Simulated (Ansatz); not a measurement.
# Optical response of ScGaS3 (model structure), part 2 of 2

What colour and refractive index does ScGaS3 (model structure) have at this level of theory? The structure is a model built here, which may or may not match a known phase. It was built so: All La replaced by Sc and O replaced by S in the Pm-3m structure of LaGaO3.

Ansatz 0.2.0; DFT, PBE, plane-wave PAW, default files, scalar-relativistic, independent-particle optical response without local fields.

So far. Step 3 (Ground state and bands): There are states at the Fermi level within the smearing, so the occupations stay smeared and the carriers get a Drude term. The cell is left with a pressure of 0.0 GPa after its relaxation.

## Step 4: Spectrum

The spectrum is a sum over vertical transitions between filled and empty bands at the fixed density, so many empty bands are needed.

This step: DFT, PBE, plane-wave PAW, default files, scalar-relativistic, independent-particle optical response without local fields (Ansatz 0.2.0).

The input, input.yaml:

```yaml
crystal:
  lattice:
    - [4.6609085572, 0.0, 0.0]
    - [0.0, 4.6609085572, 0.0]
    - [0.0, 0.0, 4.6609085572]
  atoms:
    - { symbol: Ga, position: [0.0, 0.0, 0.0] }
    - { symbol: Sc, position: [0.5, 0.5, 0.5] }
    - { symbol: S, position: [0.5, 0.0, 0.0] }
    - { symbol: S, position: [0.0, 0.0, 0.5] }
    - { symbol: S, position: [0.0, 0.5, 0.0] }
kpoints:
  mp_grid: { grid: [6, 6, 6] }
scf:
  occupations: { method: fermi_dirac, width: 0.1 }
hamiltonian:
  xc: pbe
  pseudopotentials: { kind: paw }
output:
  optics:
    e_range: [0, 25]
    de: 0.05
    sigma: 0.1
    drude_damping: 0.1
    nscf_kmesh: { grid: [8, 8, 8] }
    bands: auto
```

Launch:

```console
$ ansatz run input.yaml --threads 2 --pin off --max-ram 5120MiB --backend cpu --events-out ev --progress --plain --runs-dir out
```

Numbers of over 12 decimals in the logs are rounded to 6 here.

Log:

```text
[...]
Crystal: 5 atoms, lattice volume = 101.254 Å³
Basis set: ecut = 420 eV, 1935 PW (Γ)
Bands: 26, of which v1, the nominal top of the filled ones, is band 21 counted from 1 (20 counted from 0)
Symmetry: 48 space group operations
[...]
k-points: 20 of 216
[...]
SCF iter   1: F=—  HF=-8626.960303 eV  |F-HF|=—  |Δ(HF+E_count)|=         —  Δρ=2.27e-3  dr2=6.82e-3  ethr=1.77e-3  ⟨swp⟩=5.5  Hψ=5150  notcnv=0
automatic band count: the SCF goes on with 31 bands, as 26 were too few: the levels above may hold too much charge
[...]
SCF iter   2: F=—  HF=-8626.959186 eV  |F-HF|=—  |Δ(HF+E_count)|=   1.12e-3  Δρ=1.43e-3  dr2=2.75e-3  ethr=1.62e-5  ⟨swp⟩=1.1  Hψ=781  notcnv=0
[...]
SCF iter  10: F=-8626.958774 eV  HF=-8626.958774 eV  |F-HF|=1.82e-12  |Δ(HF+E_count)|=  3.46e-11  Δρ=4.13e-8  dr2=1.41e-12  ethr=1.00e-12  ⟨swp⟩=4.1  Hψ=1451  notcnv=0
SCF 1 converged in 10 iterations: F = -8626.958774 eV  dr2 = 1.41e-12
[...]
output.optics: what the bands over the 103 summed would add to eps1, eps2 and the energy-loss function is held between a lower and an upper bound (8 Lanczos steps). eps1, eps2 and their loss function (loss_summed_bands) are given on every row as the summed bands alone make them. Along an axis, on a row where the two bounds hold the loss function to about 1 % of the greater of itself and 0.5 % of |1/eps|, its cell (loss_completed) is given, with the completed eps1 and eps2 that it is formed of (a cell that is left empty reads nan in the table and null in the record). The two bounds hold it so along every axis on all 500 rows up to 25.000 eV. [rest of the remark cut]
SCF converged after 10 iterations
Free energy (F): -8626.958774 eV
[...]
Internal energy: -8626.912331 eV  (E = F + TS)
E sigma→0 (E₀):  -8626.935553 eV
Entropy (-TS):   -0.046443 eV (-9.289 meV/atom)
Fermi energy:    7.627442 eV
[...]
--- Band table (eV; the first three rows and the last of 20) ---
  k-point 0: bands = [... 17 lower, 6.4764, 6.4764, 6.8904, 6.8904, 6.8904, 8.0248, 8.0248, 8.1850, ... 6 higher]
  k-point 1: bands = [... 17 lower, 6.2003, 6.2003, 6.7396, 6.7396, 6.8930, 8.1413, 8.2041, 8.4609, ... 6 higher]
  k-point 2: bands = [... 17 lower, 5.7131, 5.7131, 6.5034, 6.5034, 8.2078, 8.2433, 8.6050, 9.0176, ... 6 higher]
  k-point 19: bands = [... 17 lower, 7.2309, 8.0253, 8.0253, 8.0253, 8.4335, 8.4335, 8.4335, 8.5743, ... 6 higher]
```

The job ended after 74 s (2 threads of Arm Neoverse V2, shared host; peak memory 1.5 GiB).

Read-outs, printed or worked out from the files:

| Quantity | Value |
| --- | --- |
| main peak of the optical conductivity above 1 eV, first axis | 7.831 eV |
| centre of weight of the strongest loss peak in the window | 18.06 eV |
| Drude plasma energy, first axis | 2.870 eV |
| bands summed | 103 |
| spectra valid up to | 39.44 eV |
| program's estimate of the k-sum error in Im epsilon | 0.21 % |
| electrons in the f-sum | 27.96 |

The Im ε, any direction has structure finer than the step of the table below, so its rows give means over 1 eV, whole bins alone (the curve runs from 0.3 to 25 eV). Peaks (eV: height): 1.1: 19.4, 1.6: 19.0, 4.8: 9.68, 7.8: 8.21.

Im ε, any direction against photon energy; means over each step:

photon energy (eV), Im ε, any direction and a bar:
```
        1       15.7 ##############################
        2       13.8 ##########################
        3        6.1 ############
        4        7.5 ##############
        5        8.1 ###############
        6        5.9 ###########
        7        5.0 #########
        8        7.1 #############
        9        4.1 ########
       10        2.7 #####
       11        1.9 ###
       12        1.4 ##
       13        1.3 ##
       14        0.8 #
       15        0.6 #
       16        0.4 #
       17        0.3 
       18        0.3 
       19        0.2 
       20        0.2 
       21        0.1 
       22        0.1 
       23        0.1 
       24        0.1
```

The Re ε, any direction by photon energy:

| photon energy (eV) | Re ε, any direction |
| --- | --- |
| 0.5 | -14.5 |
| 1.0 | 11.4 |
| 1.5 | 8.10 |
| 2.0 | -0.346 |
| 2.5 | 0.885 |
| 3.0 | 1.25 |
| 3.5 | 4.80 |
| 4.0 | 5.57 |
| 4.5 | 3.00 |
| 5.0 | 0.662 |
| 5.5 | 0.208 |
| 6.0 | 1.01 |
| 6.5 | 0.249 |
| 7.0 | 0.361 |
| 7.5 | 2.39 |
| 8.0 | -1.31 |
| 8.5 | -3.09 |
| 9.0 | -1.55 |
| 9.5 | -2.37 |
| 10.0 | -2.27 |
| 10.5 | -1.74 |
| 11.0 | -1.45 |
| 11.5 | -1.37 |
| 12.0 | -1.00 |
| 12.5 | -0.978 |
| 13.0 | -1.10 |
| 13.5 | -0.936 |
| 14.0 | -0.711 |
| 14.5 | -0.658 |
| 15.0 | -0.602 |
| 15.5 | -0.427 |
| 16.0 | -0.292 |
| 16.5 | -0.206 |
| 17.0 | -0.134 |
| 17.5 | -0.0426 |
| 18.0 | 0.0584 |
| 18.5 | 0.127 |
| 19.0 | 0.167 |
| 19.5 | 0.219 |
| 20.0 | 0.278 |
| 20.5 | 0.314 |
| 21.0 | 0.388 |
| 21.5 | 0.452 |
| 22.0 | 0.461 |
| 22.5 | 0.507 |
| 23.0 | 0.544 |
| 23.5 | 0.590 |
| 24.0 | 0.587 |
| 24.5 | 0.617 |
| 25.0 | 0.676 |

Reflectivity at normal incidence, any direction against photon energy; read off at these points:

photon energy (eV), reflectivity at normal incidence, any direction (%) and a bar:
```
     0.50       70.7 ##############################
     1.00       47.8 ####################
     1.50       45.4 ###################
     1.80       49.6 #####################
     2.00       48.4 ####################
     2.50       35.7 ###############
     3.00       28.8 ############
     3.50       25.5 ###########
     4.00       32.1 #############
     4.50       32.7 ##############
     5.00       39.0 ################
     5.50       33.3 ##############
     6.00       29.1 ############
     6.50       31.2 #############
     7.00       28.2 ############
     7.50       28.7 ############
     8.00       41.5 #################
     8.50       48.8 #####################
     9.00       38.6 ################
     9.50       46.5 ####################
    10.00       48.5 ####################
    10.50       45.7 ###################
    11.00       42.5 ##################
    11.35       47.1 ####################
    11.50       45.5 ###################
    12.00       40.0 #################
    12.50       37.8 ################
    13.00       41.3 #################
    13.50       45.2 ###################
    14.00       41.7 ##################
    14.50       41.5 #################
    15.00       44.4 ###################
    15.35       46.7 ####################
    15.50       44.9 ###################
    16.00       39.1 ################
    16.50       35.0 ###############
    17.00       34.7 ###############
    17.50       30.5 #############
    18.00       22.4 #########
    18.50       17.2 #######
    19.00       14.9 ######
    19.50       12.1 #####
    20.00        9.3 ####
    20.50        7.9 ###
    21.00        5.5 ##
    21.50        4.0 #
    22.00        3.8 #
    22.50        3.0 #
    23.00        2.4 #
    23.50        1.8 
    24.00        1.9 
    24.50        1.5 
    25.00        1.0
```

Values under 1 per cm are given as 1. The absorption coefficient, any direction by photon energy:

photon energy (eV), log10 absorption coefficient, any direction (1/cm) and a bar from the least value:
```
     1.00        5.4 ########
     2.00        5.7 #################
     3.00        5.7 ###############
     4.00        5.8 ##################
     5.00        6.0 ########################
     6.00        6.0 #######################
     7.00        6.0 ########################
     8.00        6.2 ##############################
     9.00        6.2 #############################
    10.00        6.2 ##############################
    11.00        6.2 #############################
    12.00        6.1 ############################
    13.00        6.2 #############################
    14.00        6.1 ###########################
    15.00        6.1 ###########################
    16.00        6.0 ########################
    17.00        5.9 ######################
    18.00        5.8 ##################
    19.00        5.7 ###############
    20.00        5.5 ############
    21.00        5.3 #######
    22.00        5.4 ########
    23.00        5.2 ###
    24.00        5.3 #######
    25.00        5.1
```

Table of refractive index n and extinction k by photon energy:

| photon energy (eV) | n | k |
| --- | --- | --- |
| 0.5 | 2.08 | 4.34 |
| 1.0 | 4.10 | 2.33 |
| 1.5 | 3.64 | 2.26 |
| 2.0 | 2.62 | 2.68 |
| 2.5 | 2.08 | 1.86 |
| 3.0 | 1.87 | 1.50 |
| 3.5 | 2.46 | 1.11 |
| 4.0 | 2.77 | 1.45 |
| 4.5 | 2.39 | 1.65 |
| 5.0 | 2.20 | 2.05 |
| 5.5 | 1.78 | 1.72 |
| 6.0 | 1.82 | 1.52 |
| 6.5 | 1.68 | 1.61 |
| 7.0 | 1.58 | 1.46 |
| 7.5 | 2.13 | 1.47 |
| 8.0 | 1.76 | 2.10 |
| 8.5 | 1.20 | 2.13 |
| 9.0 | 1.10 | 1.66 |
| 9.5 | 0.929 | 1.80 |
| 10.0 | 0.778 | 1.70 |
| 10.5 | 0.686 | 1.49 |
| 11.0 | 0.682 | 1.38 |
| 11.5 | 0.563 | 1.30 |
| 12.0 | 0.568 | 1.15 |
| 12.5 | 0.621 | 1.17 |
| 13.0 | 0.575 | 1.20 |
| 13.5 | 0.438 | 1.06 |
| 14.0 | 0.427 | 0.945 |
| 14.5 | 0.413 | 0.910 |
| 15.0 | 0.357 | 0.854 |
| 15.5 | 0.307 | 0.722 |
| 16.0 | 0.331 | 0.633 |
| 16.5 | 0.349 | 0.572 |
| 17.0 | 0.327 | 0.490 |
| 17.5 | 0.338 | 0.396 |
| 18.0 | 0.400 | 0.318 |
| 18.5 | 0.453 | 0.281 |
| 19.0 | 0.476 | 0.244 |
| 19.5 | 0.508 | 0.196 |
| 20.0 | 0.554 | 0.171 |
| 20.5 | 0.575 | 0.129 |
| 21.0 | 0.632 | 0.105 |
| 21.5 | 0.679 | 0.0983 |
| 22.0 | 0.688 | 0.111 |
| 22.5 | 0.717 | 0.0887 |
| 23.0 | 0.741 | 0.0664 |
| 23.5 | 0.772 | 0.0783 |
| 24.0 | 0.771 | 0.0908 |
| 24.5 | 0.787 | 0.0482 |
| 25.0 | 0.823 | 0.0476 |

From ε follow the optical constants at some laser and lamp lines:

| wavelength (nm) | n | k | R (%) | 1/α |
| --- | --- | --- | --- | --- |
| 1550 | 3.67 | 1.707 | 40.6 | 72 nm |
| 1064 | 3.73 | 2.434 | 47.3 | 35 nm |
| 800 | 3.69 | 2.390 | 46.7 | 27 nm |
| 450 | 2.15 | 1.757 | 33.9 | 20 nm |
| 405 | 1.90 | 1.363 | 26.0 | 24 nm |
| 248 | 2.20 | 2.046 | 39.0 | 9.6 nm |
| 193 | 1.70 | 1.682 | 32.8 | 9.1 nm |

In reflection the computed colour is faintly yellow: x = 0.344, y = 0.356, luminous reflectivity 44 %.

## Step 5: Summary of results

* gap on the path: 0 eV
* main peak of the optical conductivity above 1 eV, first axis: 7.83 eV
* Drude plasma energy, first axis: 2.87 eV
* centre of weight of the strongest loss peak in the window, first axis: 18.1 eV

In words: At this level (PBE, independent particles) ScGaS3 is a metal with a Drude plasma energy of 2.9 eV; it reflects 44 % at 550 nm. The cell grew by 15.0 % in volume. Along x the bare Drude plasma energy is 2.9 eV; Re ε first rises through zero at 0.64 eV, far lower, because interband transitions screen the carriers. Im ε is 11 there, so the loss peak at that energy is weak. The strongest loss structure up to 25 eV has its centre of weight at 18.1 eV; a free-electron gas of the 28.0 electrons in the f-sum would put its plasmon at 19.5 eV. In reflection the computed colour is faintly yellow: x = 0.344, y = 0.356, luminous reflectivity 44 %. In the base run ε includes the program's bounded estimate of what the bands above those summed add. The carriers' damping of 0.1 eV is typed, not computed; at 0.8 eV the carriers give 13 % of Im ε along the first axis; the rest comes from the sum over bands, which at low energy also holds close bands and the noise of the mesh. The cell grew by 15 % in the relaxation, which can come from the guessed start or, where layers or molecules are weakly bound, from the missing dispersion term; a larger cell lowers ε. The Fermi-Dirac width of 0.1 eV acts as an electron temperature of 1200 K in the carriers' term.

[Logs are printed without paths, hosts, clocks, repeated set-up lines and the standing remarks that a program may print on its own settings, such as how far it seeks lower states.]

[Hosts, paths, dates, database ids (printed as entryN), source tags and the programs' standing remarks are cut or masked in the printed files.]
